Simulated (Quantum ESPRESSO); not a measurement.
# MnF2: which magnetic order is lowest, part 3 of 3

Does MnF2 prefer parallel or opposed moments, or none?

Quantum ESPRESSO 7.5; LDA with U = 2.4 eV on Mn d (ortho-atomic projectors); plane waves with GBRV 1.5 LDA potentials, no spin-orbit coupling.

So far, absolute magnetization (μB): step 2 (run 1, typed as ferro ++) 10; step 3 (run 2 (antiferro +−)) 9.66.

## (5) An input with a fault

One input was spoiled on purpose, to see how the program answers.

The input, pw.in:

```
&CONTROL
  calculation = 'scf'
  prefix = 'pwscf'
  outdir = './tmp'
  pseudo_dir = './pseudo'
  disk_io = 'nowf'
/
&SYSTEM
  ibrav = 0
  nat = 6
  ntyp = 2
  ecutwfc = 40
  ecutrho = 280
  nbnd = 44
  occupations = 'smearing'
  smearing = 'fd'
  degauss = 0.00367493
  nspin = 2
  starting_magnetization(1) = 0.3
  starting_magnetization(2) = 0
/
&ELECTRONS
  conv_thr = 1.2d-08
  electron_maxstep = 50
  mixing_beta = 0.3
/
ATOMIC_SPECIES
Mn     54.9380 mn_lda_v1.5.uspp.F.UPF
F      18.9984 f_lda_v1.4.uspp.F.UPF
CELL_PARAMETERS bohr
   4.8738000000    0.0000000000    0.0000000000
   0.0000000000    4.8738000000    0.0000000000
   0.0000000000    0.0000000000    3.3107000000
ATOMIC_POSITIONS crystal
Mn      0.0000000000    0.0000000000    0.0000000000
Mn      0.5000000000    0.5000000000    0.5000000000
F       0.3053000000    0.3053000000    0.0000000000
F       0.1947000000    0.8053000000    0.5000000000
F       0.6947000000    0.6947000000    0.0000000000
F       0.8053000000    0.1947000000    0.5000000000
K_POINTS automatic
6 6 6 0 0 0
HUBBARD {ortho-atomic}
U Mn-3d 2.4000
```

Started as:

```console
OMP_NUM_THREADS=1 mpirun -n 2 pw.x -nk 2 -in pw.in > pw.out
```

Output:

```text
[banner, memory and clock lines left out]
Program PWSCF v.7.5 starts

     Message from routine setup:
     using ibrav=0 with symmetry is DISCOURAGED, use correct ibrav instead

     bravais-lattice index     =            0
     lattice parameter (alat)  =       4.8738  a.u.
     unit-cell volume          =      78.6421 (a.u.)^3
     number of atoms/cell      =            6
     number of atomic types    =            2
     number of electrons       =        58.00
     number of Kohn-Sham states=           44
     kinetic-energy cutoff     =      40.0000  Ry
     charge density cutoff     =     280.0000  Ry
     scf convergence threshold =      1.2E-08
     mixing beta               =       0.3000
     number of iterations used =            8  plain     mixing
     Exchange-correlation=  SLA  PZ   NOGX NOGC
                           (   1   1   0   0   0   0   0)
     Hubbard projectors: ortho-atomic
     Hubbard parameters of DFT+U (Dudarev formulation) in eV:
     U(Mn-3d) =  2.4000

     Internal variables: lda_plus_u =T, lda_plus_u_kind = 0

     Internal variables: orbital_resolved =F, hub_pot_fix =F, apply_U = F

     [... lines left out ...]
     PseudoPot. # 1 for Mn read from file:
     mn_lda_v1.5.uspp.F.UPF
     Pseudo is Ultrasoft + core correction, Zval = 15.0

     PseudoPot. # 2 for F  read from file:
     f_lda_v1.4.uspp.F.UPF
     Pseudo is Ultrasoft, Zval =  7.0

     atomic species   valence    mass     pseudopotential
     Mn               15.00    54.93800     Mn( 1.00)
     F                 7.00    18.99840     F ( 1.00)

     Starting magnetic structure
     atomic species   magnetization
     Mn              0.300
     F               0.000

     16 Sym. Ops., with inversion, found ( 8 have fractional translation)

   Cartesian axes

     site n.     atom                  positions (alat units)
         1        Mn     tau(   1) = (   0.0000000   0.0000000   0.0000000  )
         2        Mn     tau(   2) = (   0.5000000   0.5000000   0.3396426  )
         3        F      tau(   3) = (   0.3053000   0.3053000   0.0000000  )
         4        F      tau(   4) = (   0.1947000   0.8053000   0.3396426  )
         5        F      tau(   5) = (   0.6947000   0.6947000   0.0000000  )
         6        F      tau(   6) = (   0.8053000   0.1947000   0.3396426  )

     number of k points=    40  Fermi-Dirac smearing, width (Ry)=  0.0037

     Dense  grid:     6213 G-vectors     FFT dimensions: (  30,  30,  18)

     Smooth grid:     2697 G-vectors     FFT dimensions: (  20,  20,  16)

     Check: negative core charge=   -0.000120
     Generating pointlists ...
     new r_m :   0.1781 (alat units)  0.8680 (a.u.) for type    1
     new r_m :   0.1781 (alat units)  0.8680 (a.u.) for type    2

     Initial potential from superposition of free atoms

     starting charge      56.9999, renormalised to      58.0000

     STARTING HUBBARD OCCUPATIONS:

     =================== HUBBARD OCCUPATIONS ===================
     ------------------------ ATOM    1 ------------------------
     Tr[ns(  1)] (up, down, total) =   5.00000  0.00000  5.00000
     Atomic magnetic moment for atom   1 =   5.00000
     [... lines left out ...]
     ------------------------ ATOM    2 ------------------------
     Tr[ns(  2)] (up, down, total) =   5.00000  0.00000  5.00000
     Atomic magnetic moment for atom   2 =   5.00000
     [... lines left out ...]
     Number of occupied Hubbard levels =   10.0000

     Atomic wfc used for Hubbard projectors are orthogonalized

     Starting wfcs are   42 randomized atomic wfcs +    2 random wfcs

     Self-consistent Calculation

     iteration #  1     ecut=    40.00 Ry     beta= 0.30
     Davidson diagonalization with overlap
     ethr =  1.00E-02,  avg # of iterations =  4.8

     =================== HUBBARD OCCUPATIONS ===================
     ------------------------ ATOM    1 ------------------------
     Tr[ns(  1)] (up, down, total) =   3.92237  3.22448  7.14685
     Atomic magnetic moment for atom   1 =   0.69788
     [... lines left out ...]
     ------------------------ ATOM    2 ------------------------
     Tr[ns(  2)] (up, down, total) =   3.92237  3.22448  7.14685
     Atomic magnetic moment for atom   2 =   0.69788
     [... lines left out ...]
     Number of occupied Hubbard levels =   14.2937

     total energy              =    -590.09672767 Ry
     estimated scf accuracy    <       3.52382387 Ry

     total magnetization       =     1.90 Bohr mag/cell
     absolute magnetization    =     1.92 Bohr mag/cell

     [... further iterations left out ...]

     iteration # 11     ecut=    40.00 Ry     beta= 0.30
     Davidson diagonalization with overlap
     ethr =  2.20E-10,  avg # of iterations =  1.3

     Magnetic moment per site  (integrated on atomic sphere of radius R)
     atom   1 (R=0.178)  charge=  8.3523  magn=  0.0001
     atom   2 (R=0.178)  charge=  8.3523  magn=  0.0001
     atom   3 (R=0.178)  charge=  4.6510  magn=  0.0000
     atom   4 (R=0.178)  charge=  4.6510  magn=  0.0000
     atom   5 (R=0.178)  charge=  4.6510  magn=  0.0000
     atom   6 (R=0.178)  charge=  4.6510  magn=  0.0000

     End of self-consistent calculation

     =================== HUBBARD OCCUPATIONS ===================
     ------------------------ ATOM    1 ------------------------
     Tr[ns(  1)] (up, down, total) =   3.59800  3.59794  7.19593
     Atomic magnetic moment for atom   1 =   0.00006
     [... lines left out ...]
     ------------------------ ATOM    2 ------------------------
     Tr[ns(  2)] (up, down, total) =   3.59800  3.59794  7.19593
     Atomic magnetic moment for atom   2 =   0.00006
     [... lines left out ...]
     Number of occupied Hubbard levels =   14.3919

     [... lines left out ...]
     the Fermi energy is    75.0583 ev

!    total energy              =    -590.18892651 Ry
     estimated scf accuracy    <          7.9E-09 Ry
     smearing contrib. (-TS)   =      -0.00086769 Ry
     internal energy E=F+TS    =    -590.18805882 Ry

     The total energy is F=E-TS. E is the sum of the following terms:
     one-electron contribution =     113.60586294 Ry
     hartree contribution      =      90.50139649 Ry
     xc contribution           =    -106.38597736 Ry
     ewald contribution        =    -688.21243895 Ry
     Hubbard energy            =       0.30309805 Ry

     total magnetization       =     0.00 Bohr mag/cell
     absolute magnetization    =     0.00 Bohr mag/cell

     convergence has been achieved in  11 iterations
```

Run time: 8.2 s. Hardware: 2 MPI ranks of Arm Neoverse V2, shared host; peak memory 0.15 GiB; 16 s of CPU time.

Convergence was reached, yet the input spoils the result.

The fault in the input: cell vectors in angstrom declared as bohr.

Side by side:

| quantity | this run | same start on sound input | difference |
| --- | --- | --- | --- |
| largest moment (μB) | 5.604e-5 | 4.2027 | -4.20 |
| magnetization (μB) | 0 | 10 | -10 |
| absolute magnetization (μB) | 0 | 10 | -10 |

One result that differs is the largest moment, 5.6e-5 μB against 4.20 μB.

## (6) Ranking

An order is kept where moments of 0.15 μB or more survive with the typed signs; meshes match where a doubled cell samples the same k points as the first cell.

Orders:

| start | final state | typed order kept | energy over the lowest (meV a seeded atom) | largest site moment (μB) | net moment (μB a cell of the first run) | mesh matched | CPU time (s) |
| --- | --- | --- | --- | --- | --- | --- | --- |
| ferro ++ | ferromagnetic | yes | 33.15 | 4.203 | 10 | yes | 139.3 |
| antiferro +- | antiferromagnetic | yes | 0 | 4.182 | 0 | yes | 140.3 |
| no spin polarisation | non-magnetic | - | 3834 | 0 | 0 | yes | 57.9 |

## (7) Occupations of the corrected shells in the lowest state

Occupations of the Hubbard shells:

| block | type | shell | spin | electrons | occupation numbers |
| --- | --- | --- | --- | --- | --- |
| 1 | Mn1 | 3d | up | 4.981 | 0.992 0.994 0.997 0.998 0.999 |
| 1 | Mn1 | 3d | down | 0.2414 | 0.022 0.026 0.030 0.079 0.085 |
| 2 | Mn2 | 3d | up | 0.2414 | 0.022 0.026 0.030 0.079 0.085 |
| 2 | Mn2 | 3d | down | 4.981 | 0.992 0.994 0.997 0.998 0.999 |

## (8) Summary of results

| Property | Result |
| --- | --- |
| lowest state found | antiferromagnetic (from antiferro +-) |
| largest site moment | 4.18 μB |
| next state with moments | ferromagnetic, 33.2 meV a seeded atom higher |
| state without moments (under the same U) | 3834 meV a seeded atom higher |

Under a U the spinless run pays the Hubbard penalty of a partly filled shell, so its energy overstates what forming the moments gains. This is the lowest of 3 collinear or spinless starts, no proof of the ground state.

[Logs and program files are shortened in this print: banners, set-up blocks, solver, clock and traceback lines can be left out without a mark of their own.]

[Logs are printed without paths, hosts, clocks, repeated set-up lines and the standing remarks that a program may print on its own settings, such as how far it seeks lower states.]

[Hosts, paths, dates, database ids (printed as entryN), source tags and the programs' standing remarks are cut or masked in the printed files.]

[Where a cell is said to come from a database of computed structures, the database is the Materials Project.]
